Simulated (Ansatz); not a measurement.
# CuSb2 (built on the sites of a database entry of Sb2Au): phonons and vibrational spectra

Aim: the phonons of CuSb2 (built on the sites of a database entry of Sb2Au) at a cell relaxed beforehand at this level. After the zone centre comes a 2×2×2 q mesh on a 10×10×10 k mesh.

Program: Ansatz 0.2.0. Level of theory: DFT PBEsol, scalar-relativistic, plane waves, PAW. Results are calculated unless marked as measured.

The structure was built from a prototype and need not be the compound's stable phase.

### 1. The starting structure

The structure is cubic, space group Fm-3m (No. 225). The conventional cell has a = 6.499 Å, b = 6.499 Å, c = 6.499 Å, α = 90.00°, β = 90.00°, γ = 90.00°. Sb has 4 Cu at 2.81 Å nearest. Nearest to Cu lie 8 Sb at 2.81 Å. Farther neighbours are not listed.

### 2. Modes at Γ

The cell comes from relaxations at this level that are not shown. The zone centre comes first: it holds the modes that light can see, as far as symmetry allows. No field response is asked, since the mesh shows no gap.

Contents of input.yaml:

```yaml
crystal:
  lattice:
    - [0.0, 3.249515603, 3.249515603]
    - [3.249515603, 0.0, 3.249515603]
    - [3.249515603, 3.249515603, 0.0]
  atoms:
    - { symbol: Sb, position: [0.25, 0.25, 0.25] }
    - { symbol: Sb, position: [0.75, 0.75, 0.75] }
    - { symbol: Cu, position: [0.0, 0.0, 0.0] }
kpoints:
  mp_grid: { grid: [10, 10, 10] }
hamiltonian:
  xc: pbesol
scf:
  occupations: { method: methfessel_paxton, width: 0.15 }
output:
  eigenvalues: true
phonons:
  method: dfpt
```

Started as:

```console
$ ansatz run input.yaml --threads 4 --pin off --max-ram 7168MiB --backend cpu --events-out ev --progress --plain --runs-dir out
```

Numbers of over 12 decimals in the logs are rounded to 6 here.

Log:

```text
zone centre: on kpoints.mp_grid the ground state, and the responses unless they are solved on pairs of k-points, stand on 102 of the mesh's 1000 k-points, reduced under 8 symmetry operations, with k and −k counted as one. Each operation leaves every solved displacement unchanged or reverses it
Engine: ansatz 0.2.0, aarch64-unknown-linux-gnu
Pseudopotentials: kind: paw
Pseudopotential: Sb, paw, valence charge 15, recommended cutoff 420 eV (normal), Sb.paw.azcp
Pseudopotential: Cu, paw, valence charge 19, recommended cutoff 420 eV (normal), Cu.paw.azcp
Functional definition: PBEsol
  exchange = pbesol_x
  correlation = pbesol_c
Crystal: 3 atoms, lattice volume = 68.626 Å³
Basis set: ecut = 420 eV, 1363 PW (Γ), exchange–correlation on 64×64×64 points (8 copies of the dense FFT grid, shifted against one another)
Bands: 30, of which v1, the nominal top of the filled ones, is band 25 counted from 1 (24 counted from 0)
Symmetry: 48 space group operations
k-points: 102 of 1000 (irreducible under 8 space group operations, time reversal used)
Non-local potential: Sb, projectors of the file, l = 0: 2, l = 1: 2, l = 2: 2, l = 3: 2
Non-local potential: Cu, projectors of the file, l = 0: 3, l = 1: 2, l = 2: 3, l = 3: 1
PAW form: soft (Blöchl's): semilocal exchange-correlation on the pseudo side does not see the compensation charge
PAW frozen core: Sb, regenerated for the run's functional, and the local potential with it (the file was generated under x = pbe(κ = 0.804, μ = 0.219515), c = pbe(β = 0.066725))
PAW frozen core: Cu, regenerated for the run's functional, and the local potential with it (the file was generated under x = pbe(κ = 0.804, μ = 0.219515), c = pbe(β = 0.066725))
PAW one-centre angular grid: Sb, 590 points (default); XC on 64 Gauss nodes
PAW one-centre angular grid: Cu, 590 points (default); XC on 64 Gauss nodes
Initial density: superposition of atomic densities (neutral atoms: chi_scale 0, normalization atom), corrected by the library's trained network
Initial wavefunctions: pseudopotential atomic-orbital guess
Functional: x = pbesol(κ = 0.804, μ = 0.123457), c = pbesol(β = 0.046)
SCF iter   1: F=—  HF=-19404.544082 eV  |F-HF|=—  |Δ(HF+E_count)|=         —  Δρ=1.04e-2  dr2=4.96e-2  ethr=1.77e-3  ⟨swp⟩=6.1  Hψ=12782  notcnv=0
preconditioner: auto → Kerker (q_TF=auto, 2.579 Å⁻¹)  [metal: Δε(μ)=0.074 eV  Ē_g=8.085 eV  σ=0.150 eV  W_gap=0.38  n_scr=14 (ndim 8)  ℏωp=20.5 eV  f_vac=0.036  D(μ)=1.01/eV (n_scr^D=0)]
SCF iter   2: F=—  HF=-19404.546202 eV  |F-HF|=—  |Δ(HF+E_count)|=   2.12e-3  S|Δr|=    0.00e0  Δρ=1.04e-2  dr2=4.19e-2  ethr=1.01e-4  ⟨swp⟩=2.0  Hψ=6785  notcnv=0  defer=58
preconditioner: auto → none  [insulator: Δε(μ)=0.131 eV  Ē_g=8.217 eV  σ=0.150 eV  W_gap=0.63  n_scr=14 (ndim 8)  ℏωp=20.5 eV  f_vac=0.036  D(μ)=0.72/eV (n_scr^D=0)  ε∞_Penn≈7.2]
SCF iter   3: F=—  HF=-19404.535686 eV  |F-HF|=—  |Δ(HF+E_count)|=   1.05e-2  S|Δr|=    0.00e0  Δρ=6.47e-4  dr2=1.15e-4  ethr=8.55e-5  ⟨swp⟩=2.0  Hψ=3866  notcnv=0  defer=58
SCF iter   4: F=—  HF=-19404.535717 eV  |F-HF|=—  |Δ(HF+E_count)|=   3.16e-5  S|Δr|=    0.00e0  Δρ=1.45e-4  dr2=7.78e-6  ethr=2.34e-7  ⟨swp⟩=2.2  Hψ=5181  notcnv=0  defer=58
SCF iter   5: F=—  HF=-19404.535712 eV  |F-HF|=—  |Δ(HF+E_count)|=   5.01e-6  S|Δr|=    0.00e0  Δρ=2.11e-4  dr2=2.32e-5  ethr=1.59e-8  ⟨swp⟩=2.0  Hψ=5059  notcnv=0  defer=58
SCF iter   6: F=—  HF=-19404.535712 eV  |F-HF|=—  |Δ(HF+E_count)|=   2.21e-7  S|Δr|=    0.00e0  Δρ=3.07e-5  dr2=5.19e-7  ethr=1.59e-8  ⟨swp⟩=2.0  Hψ=3851  notcnv=0  defer=58
SCF iter   7: F=—  HF=-19404.535714 eV  |F-HF|=—  |Δ(HF+E_count)|=   1.55e-6  S|Δr|=    0.00e0  Δρ=5.40e-6  dr2=1.60e-8  ethr=1.06e-9  ⟨swp⟩=2.0  Hψ=3613  notcnv=0  defer=58
SCF iter   8: F=—  HF=-19404.535714 eV  |F-HF|=—  |Δ(HF+E_count)|=   1.51e-9  S|Δr|=    0.00e0  Δρ=7.71e-7  dr2=3.26e-10  ethr=3.26e-11  ⟨swp⟩=2.0  Hψ=3719  notcnv=0  defer=58
SCF iter   9: F=-19404.535714 eV  HF=-19404.535714 eV  |F-HF|=1.09e-11  |Δ(HF+E_count)|=  1.09e-11  S|Δr|=    0.00e0  Δρ=5.28e-8  dr2=1.17e-12  ethr=1.00e-12  ⟨swp⟩=8.0  Hψ=17756  notcnv=0
SCF 1 converged in 9 iterations: F = -19404.535714 eV  dr2 = 1.17e-12
  greatest PAW one-centre occupation: 1.000 electrons in one spin orbital (limit 2), on the Cu atom at site 2 (counted from 0), in its partial waves of l = 0
DFPT response loops at Γ: preconditioner auto → Kerker (q_TF=auto, 2.579 Å⁻¹) (partly filled bands, converged f_vac=0.038); β = 1.00, the filter's whole step (`scf.mixing.beta` (0.50) is not read by the response loops under this deck's `scf.mixing.preconditioner`; to damp them name `kerker` or `kerker_dos`, under which they read `scf.mixing.beta`, and type it under 1.00, their step now; both keys bind the ground state too); Broyden in place of MSR1
SCF converged after 9 iterations
Stability not checked: this state was not tested for a lower state beside it, because cold or Methfessel-Paxton smearing, or corrected tetrahedra, fill the levels in a way that the test cannot read (fill_not_monotonic; see scf.lower_state_search)
Free energy (F): -19404.535714 eV
Harris-Foulkes:  -19404.535714 eV  (|F-HF|=1.09e-11)
Internal energy: -19404.538543 eV  (E = F + TS)
E sigma→0 (E₀):  -19404.536421 eV
Entropy (-TS):   0.002829 eV (0.943 meV/atom)
Fermi energy:    11.977554 eV
--- Per-component energies (eV) ---
  E_band       = -741.706688
  E_kinetic    = 715.692103
  E_local      = -8324.002237  (includes V_loc(G=0)·N_el)
  E_nonlocal   = 1123.465405
  E_hartree    = 3747.336810
  E_xc         = -364.138911
  E_vxc        = -308.739057  (∫ρ·V_xc dr)
  E_paw        = -10628.447751  (= ΣΔE_a)
  E_vpaw       = -1442.796855  (= ΣTr[D̂ρ^β])
  E_aug_tail   = 0.000235  (compensation charges beyond the density's cutoff)
  E_ewald      = -5675.314113
  E_core_change = 0.869916  (= ΣΔE_core)
  E_smearing   = 0.002829  (= −TS)
  E_closure    = -0.000000  (closes the sum)
  Σ components = -19404.535714   (vs F -19404.535714, Δ=0.00e0)
--- Band table (eV; the first three rows and the last of 102) ---
  k-point 0: bands = [... 21 lower, 11.1606, 11.1606, 11.1606, 12.9256, 12.9256, 12.9256, 14.9937, 15.0129, ... 1 higher]
  k-point 1: bands = [... 21 lower, 10.6822, 11.0320, 11.0320, 12.7319, 12.8246, 12.8246, 14.8806, 15.1184, ... 1 higher]
  k-point 2: bands = [... 21 lower, 9.8823, 10.7323, 10.7323, 12.3287, 12.4896, 12.4896, 15.0356, 15.6289, ... 1 higher]
  k-point 101: bands = [... 21 lower, 8.6456, 8.9183, 10.5637, 12.4074, 14.2164, 16.2233, 16.2572, 16.7008, ... 1 higher]
--- Phonons (Γ-DFPT): 2 representative perturbations + reference, on 102 of 1000 k-points (Σ response iterations 6) ---
  k mesh reduced under 8 symmetry operations, with k and −k counted as one. Each operation leaves every solved displacement unchanged or reverses it
  ASR residual: 1.025e-4 → 0.000e0 eV/Å²; symmetrization residual: 3.803e-6 eV/Å²
  ASR residual per site (eV/Å²): 1.96e-5 1.96e-5 1.03e-4
  Γ frequencies (cm⁻¹): 0.00 0.00 0.00 105.40 105.40 105.40 118.22 118.22 118.22
  non-analytic LO–TO correction: not included (Born effective charges unavailable; polar crystals: no LO–TO splitting at Γ)
```

Run time: 21 s. Hardware: 4 threads of Arm Neoverse V1, shared host; peak memory 0.99 GiB.

Reading the cycles: dr2 is the Hartree energy of the density residual (eV), the measure of convergence; HF is the Harris–Foulkes estimate of the energy, which meets the free energy F at convergence.

Numbers from this step:

* volume per atom: 22.88 Å³
* gap on the k-mesh: 0 eV
* sum-rule residual before enforcement: 1.03e-4 eV/Å²
* point group: m-3m
* highest optical mode at the zone centre (no LO-TO term): 118.2 cm⁻¹
* lowest optical zone-centre mode: 105.4 cm⁻¹

Patterns of degenerate modes are one choice out of their space. The modes at Γ (shares of kinetic energy by element, %):

| mode | frequency (cm⁻¹) | symmetry | Sb % | Cu % |
| --- | --- | --- | --- | --- |
| 1 | 0.0 | acoustic | 79 | 21 |
| 2 | 0.0 | acoustic | 79 | 21 |
| 3 | 0.0 | acoustic | 79 | 21 |
| 4 | 105.4 | T1u | 21 | 79 |
| 5 | 105.4 | T1u | 21 | 79 |
| 6 | 105.4 | T1u | 21 | 79 |
| 7 | 118.2 | T2g | 100 | 0 |
| 8 | 118.2 | T2g | 100 | 0 |
| 9 | 118.2 | T2g | 100 | 0 |

Displacements in mode 4 (105.4 cm⁻¹), the largest set to 1:
```
Sb1  0.01  0.04 -0.26
Sb2  0.01  0.04 -0.26
Cu3 -0.04 -0.14  1.00
```

Displacements in mode 9 (118.2 cm⁻¹), the largest set to 1:
```
Sb1  0.18 -1.00 -0.48
Sb2 -0.18  1.00  0.48
Cu3  0.00  0.00  0.00
```

Before it was imposed, the acoustic sum rule was missed by 1.0e-4 eV/Å². Small misses are needed for a sound result but don't prove that mesh and cutoff are converged. The lowest optical mode is real, 105 cm⁻¹.

### 3. The dispersion

Stability and thermal properties need the whole zone. Linear response on a 2×2×2 q mesh gives force constants as far as a supercell of that size would.

Edit input.yaml of step 2 so:

```diff
@@ -19 +19,8 @@
   method: dfpt
+  qmesh: [2, 2, 2]
+  temperatures: { t_max: 1000, t_step: 50 }
+  qpath:
+    path:
+      - [[0.0, 0.0, 0.0], [0.5, 0.0, 0.5], [0.625, 0.25, 0.625]]
+      - [[0.375, 0.375, 0.75], [0.0, 0.0, 0.0], [0.5, 0.5, 0.5], [0.5, 0.25, 0.75], [0.5, 0.0, 0.5]]
+    npoints: 10
```

Log:

```text
[...]
Crystal: 3 atoms, lattice volume = 68.626 Å³
Basis set: ecut = 420 eV, 1363 PW (Γ), exchange–correlation on 64×64×64 points (8 copies of the dense FFT grid, shifted against one another)
Bands: 30, of which v1, the nominal top of the filled ones, is band 25 counted from 1 (24 counted from 0)
Symmetry: 48 space group operations
k-points: 47 of 1000
[...]
SCF iter   1: F=—  HF=-19404.544061 eV  |F-HF|=—  |Δ(HF+E_count)|=         —  Δρ=1.05e-2  dr2=4.97e-2  ethr=1.77e-3  ⟨swp⟩=6.0  Hψ=5833  notcnv=0
[...]
SCF iter   9: F=-19404.535714 eV  HF=-19404.535714 eV  |F-HF|=1.46e-11  |Δ(HF+E_count)|=  7.28e-12  S|Δr|=    0.00e0  Δρ=5.02e-8  dr2=1.04e-12  ethr=1.00e-12  ⟨swp⟩=7.7  Hψ=8105  notcnv=0
SCF 1 converged in 9 iterations: F = -19404.535714 eV  dr2 = 1.04e-12
[...]
phonons: the bands overlap, so this run is a metal and interpolates without the dipole-dipole term. If the crystal is really an insulator or semiconductor, its LO-TO splitting is missing
NSCF: frozen V_eff on 47 k-points
WARN: eigensolver did not converge (k=28): 1 band(s) unlocked after 20 sweeps at ethr=2.02e-12 eV (storage-precision floor; scheduled 1.00e-12 eV) (lowest unlocked band 29, counted from 0; max residual 3.28e-6 eV among the unlocked bands, 3.28e-6 eV over every band; other slots of this pass that fall short are told together in one closing line; warning suppressed until the next SCF loop or pass starts)
[...]
DFPT response loops at q = (0, 0, 0) (fractional): preconditioner auto → Kerker (q_TF=auto, 2.579 Å⁻¹) (partly filled bands, converged f_vac=0.038); β = 1.00, the filter's whole step (`scf.mixing.beta` (0.50) is not read by the response loops under this deck's `scf.mixing.preconditioner`; to damp them name `kerker` or `kerker_dos`, under which they read `scf.mixing.beta`, and type it under 1.00, their step now; both keys bind the ground state too); Broyden in place of MSR1
[...]
SCF converged after 9 iterations
[...]
Free energy (F): -19404.535714 eV
[...]
Internal energy: -19404.538543 eV  (E = F + TS)
E sigma→0 (E₀):  -19404.536421 eV
Entropy (-TS):   0.002829 eV (0.943 meV/atom)
Fermi energy:    11.977554 eV
[...]
--- Band table (eV; the first three rows and the last of 47) ---
  k-point 0: bands = [... 21 lower, 11.1606, 11.1606, 11.1606, 12.9256, 12.9256, 12.9256, 14.9937, 15.0129, ... 1 higher]
  k-point 1: bands = [... 21 lower, 10.6822, 11.0320, 11.0320, 12.7319, 12.8246, 12.8246, 14.8806, 15.1184, ... 1 higher]
  k-point 2: bands = [... 21 lower, 9.8823, 10.7323, 10.7323, 12.3287, 12.4896, 12.4896, 15.0356, 15.6289, ... 1 higher]
  k-point 46: bands = [... 21 lower, 8.6456, 8.9183, 10.5637, 12.4074, 14.2164, 16.2233, 16.2572, 16.7008, ... 1 higher]
--- Phonons (Γ-DFPT): 2 representative perturbations + reference (Σ response iterations 6) ---
  ASR residual: 1.011e-4 → 0.000e0 eV/Å²; symmetrization residual: 3.191e-6 eV/Å²
  ASR residual per site (eV/Å²): 1.91e-5 1.91e-5 1.01e-4
  Γ frequencies (cm⁻¹): 0.00 0.00 0.00 105.40 105.40 105.40 118.22 118.22 118.22
--- Phonons (arbitrary-q DFPT): 3 irreducible q on the 2×2×2 mesh ---
  q = [0.0000, 0.0000, 0.0000] (star 1, of the zone-centre solve; hermiticity 1.75e-6, symmetrization 1.02e-11): -0.00 0.00 0.00 105.40 105.40 105.40 118.22 118.22 118.22
  q = [0.0000, 0.0000, -0.5000] (star 4, 2 solved perturbations on 282 of 1000 k-point pairs; hermiticity 6.04e-6, symmetrization 5.07e-6): 51.79 51.79 72.18 90.50 90.50 112.58 120.20 123.68 123.68
  q = [0.0000, -0.5000, -0.5000] (star 3, 4 solved perturbations in 546 linear systems a pass and spin channel, the states on 171 of 1000 k-point pairs; hermiticity 7.74e-6, symmetrization 2.07e-8): 55.56 55.56 66.71 71.01 71.01 93.96 116.56 116.56 119.23
  sum rule: each row above includes the acoustic sum rule's correction from the zone centre's row sums; it moved no ω² by more than (0.66 cm⁻¹)²
  mesh force constants: q→R imaginary residual 3.11e-17; ASR residual 1.011e-4 → 0.000e0 eV/Å²; symmetrization residual 1.332e-15 eV/Å²
  interpolated dispersion: 62 rows × 9 modes
  density of states and harmonic sums: on the 16×16×16 q-mesh, interpolated from the force constants of a 2×2×2 supercell (no non-analytic term)
  largest difference from the sums on the solved wave vectors: F 9.59e-2 eV, S 1.28e-4 and C_V 3.23e-5 eV/K
  zero-point energy: 0.049723 eV/cell   skipped modes (ω ≤ 0): 3   left out of the sums: 8.14e-5 of the cell's modes: C_V's classical limit lies that fraction below 3 k_B per atom; for a crystal, a wire or a layer, F and S can be off by more, and a phonons.interpolated_qmesh denser along its periods is the remedy for the sampling
```

Elapsed: 1.7 min, on 4 threads; peak memory 1.7 GiB; 6.6 min of CPU time.

Numbers from this step:

```
sum-rule residual before enforcement                    : 1.01e-4 eV/Å²
lowest frequency on the path                            : 0 cm⁻¹
highest frequency on the path or at a solved wavevector : 127.1 cm⁻¹
mean frequency                                          : 89.1 cm⁻¹
Debye temperature (second moment)                       : 173 K
logarithmic mean frequency                              : 84.1 cm⁻¹
lowest mode on the q mesh (acoustic modes at Γ apart)   : 51.79 cm⁻¹
zero-point energy per atom                              : 16.57 meV
heat capacity at 300 K                                  : 24.53 J/(mol atoms K)
vibrational entropy at 300 K                            : 47.78 J/(mol atoms K)
```

Frequencies (cm⁻¹) solved at each irreducible wavevector; negative means imaginary. Frequencies by wavevector, by row:

```csv
q in reciprocal lattice units,star,mode 1,mode 2,mode 3,mode 4,mode 5,mode 6,mode 7,mode 8,mode 9
0 0 0,1,0,0,0,105.4,105.4,105.4,118.2,118.2,118.2
0 0 -0.5,4,51.8,51.8,72.2,90.5,90.5,112.6,120.2,123.7,123.7
0 -0.5 -0.5,3,55.6,55.6,66.7,71,71,94,116.6,116.6,119.2
```

Interpolated from a 2×2×2 q mesh. Phonon branches along the path, in cm⁻¹:

| point | branch 1 | branch 2 | branch 3 | branch 4 | branch 5 | branch 6 | branch 7 | branch 8 | branch 9 |
| --- | --- | --- | --- | --- | --- | --- | --- | --- | --- |
| Γ | 0 | 0 | 0 | 105 | 105 | 105 | 118 | 118 | 118 |
| halfway | 38 | 38 | 75 | 89 | 89 | 99 | 111 | 124 | 124 |
| X | 56 | 56 | 67 | 71 | 71 | 94 | 117 | 117 | 119 |
| halfway | 57 | 59 | 67 | 70 | 72 | 97 | 114 | 117 | 122 |
| U | 61 | 66 | 67 | 67 | 72 | 104 | 112 | 119 | 124 |
| jump to K | 61 | 66 | 67 | 67 | 72 | 104 | 112 | 119 | 124 |
| halfway | 42 | 44 | 78 | 87 | 89 | 101 | 115 | 124 | 127 |
| Γ | 0 | 0 | 0 | 105 | 105 | 105 | 118 | 118 | 118 |
| halfway | 36 | 36 | 72 | 86 | 100 | 100 | 120 | 120 | 127 |
| L | 52 | 52 | 72 | 90 | 90 | 113 | 120 | 124 | 124 |
| halfway | 57 | 58 | 71 | 79 | 81 | 109 | 115 | 121 | 125 |
| W | 63 | 66 | 66 | 69 | 69 | 108 | 108 | 116 | 126 |
| halfway | 59 | 60 | 68 | 70 | 70 | 99 | 115 | 116 | 124 |
| X | 56 | 56 | 67 | 71 | 71 | 94 | 117 | 117 | 119 |

The phonon branches as a text plot (rows in cm⁻¹):

```
    124 |   *****       ************      *********************
    119 |***     ***************    **********   ********      **
    114 |  **   **    ***** *   *****            ***  ** ********
    109 |  *****           **    ****           *   ********
    103 |*** **          **  ** *    *******   *            *
     98 |   *  *       **         ***    ** **               **
     93 |    ** * *****        * *         *  *****            **
     87 |      ***           ** *           **    ***
     82 |       **          *  *             *       **
     77 |      *  **        *****             **      ***
     71 |           *********               *   *****************
     66 |    **     ********     *                      *********
     61 |              ******              *          *********
     56 |           ****    ***   **               ****       ***
     50 |   *     **           *               *****
     45 |       **              *         *   *
     40 |      *                *   *        *
     34 |  * **                  *          *
     29 |                         **     * *
     24 |   *                             *
     19 | **                        **
     13 |                               **
      8 | *                          *  *
      3 |*                            **
         Γ           X  U|K            Γ         L        W     X
```

Tetrahedra on a 16×16×16 mesh, mean over bins of 1 cm-1. Interpolated from a 2×2×2 q mesh. The phonon density of states by wavenumber; read off at these points:

wavenumber (cm⁻¹), phonon density of states (1/cm⁻¹/cell) and a bar:
```
      5.0      0.000 
     10.0      0.001 
     15.0      0.002 
     20.0      0.004 
     25.0      0.007 #
     30.0      0.011 #
     35.0      0.018 ##
     40.0      0.028 ##
     45.0      0.043 ####
     50.0      0.073 ######
     55.0      0.112 ##########
     60.0      0.098 ########
     65.0      0.012 #
     70.0      0.098 ########
     72.5      0.182 ################
     75.0      0.140 ############
     80.0      0.109 #########
     85.0      0.085 #######
     86.5      0.103 #########
     90.0      0.087 #######
     95.0      0.060 #####
    100.0      0.067 ######
    105.0      0.066 ######
    110.0      0.039 ###
    115.0      0.121 ##########
    120.0      0.203 #################
    123.5      0.349 ##############################
    125.0      0.272 #######################
```

[end of part 1 of 2]

[Logs are printed without paths, hosts, clocks, repeated set-up lines and the standing remarks that a program may print on its own settings, such as how far it seeks lower states.]

[Hosts, paths, dates, database ids (printed as entryN), source tags and the programs' standing remarks are cut or masked in the printed files.]
